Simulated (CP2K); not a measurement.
3-cyanopyrrole has these distinct N atoms: N1 (bonded to C) and N6 (bonded to 2 C and H).

```xyz
11

N     3.3768   -0.4854    0.0901
C     2.2185   -0.3284    0.0596
C     0.8156   -0.1190    0.0201
C     0.1394    1.1438   -0.0658
C    -1.2131    0.8811   -0.0752
N    -1.3782   -0.4888    0.0009
C    -0.1618   -1.1133    0.0606
H     0.6093    2.1191   -0.1097
H    -2.0668    1.5460   -0.1245
H    -2.2721   -0.9652    0.0176
H    -0.0676   -2.1898    0.1265
```

Their partial N K spectra (CP2K XAS_TDP, all-electron GAPW, PBEh(45%), aug-cc-pVDZ, TDA, GW2X-corrected core level, no relativity) are given in random order, each times the number of alike atoms.

Gaussian full width 0.5 eV, oscillator strength per eV, alike atoms added, rows of zeros left out:

```tsv
E (eV)	curve 1	curve 2
400.25	0.010	0.000
400.50	0.086	0.000
400.75	0.190	0.000
401.00	0.107	0.000
401.25	0.015	0.000
401.50	0.001	0.000
402.25	0.000	0.001
402.50	0.000	0.011
402.75	0.000	0.051
403.00	0.000	0.058
403.25	0.000	0.017
403.50	0.000	0.001
403.75	0.000	0.003
404.00	0.000	0.017
404.25	0.000	0.029
404.50	0.001	0.012
404.75	0.002	0.001
405.00	0.002	0.000
405.25	0.002	0.000
405.50	0.003	0.001
405.75	0.002	0.001
406.00	0.002	0.001
406.25	0.008	0.003
406.50	0.018	0.005
406.75	0.016	0.012
407.00	0.007	0.025
407.25	0.003	0.027
407.50	0.002	0.013
407.75	0.002	0.007
408.00	0.006	0.009
408.25	0.013	0.020
408.50	0.014	0.028
408.75	0.007	0.031
409.00	0.002	0.024
409.25	0.002	0.017
409.50	0.003	0.020
409.75	0.008	0.026
```

Question: Which curve belongs to which atom?

Curve 1: N1 (bonded to C), leading line at 400.77 eV (f = 0.102 an atom), ionisation energy 405.63 eV, term value 4.86 eV. Curve 2: N6 (bonded to 2 C and H), leading line at 402.90 eV (f = 0.035 an atom), ionisation energy 407.52 eV, term value 4.62 eV. The leading line of an atom is its first one with 35 % of the strongest within 2.5 eV of its lowest line over the strength cut. A line lies at the core ionisation energy, which rises as an atom loses charge to its neighbours or to a π system, less the term value, which is large for a low π* or σ* orbital with weight on that atom.

[Banner, clock and machine lines of the logs are left out without a mark of their own.]

[Logs are printed without paths, hosts, clocks, repeated set-up lines and the standing remarks that a program may print on its own settings, such as how far it seeks lower states.]

[Hosts, paths, dates, database ids (printed as entryN), source tags and the programs' standing remarks are cut or masked in the printed files.]
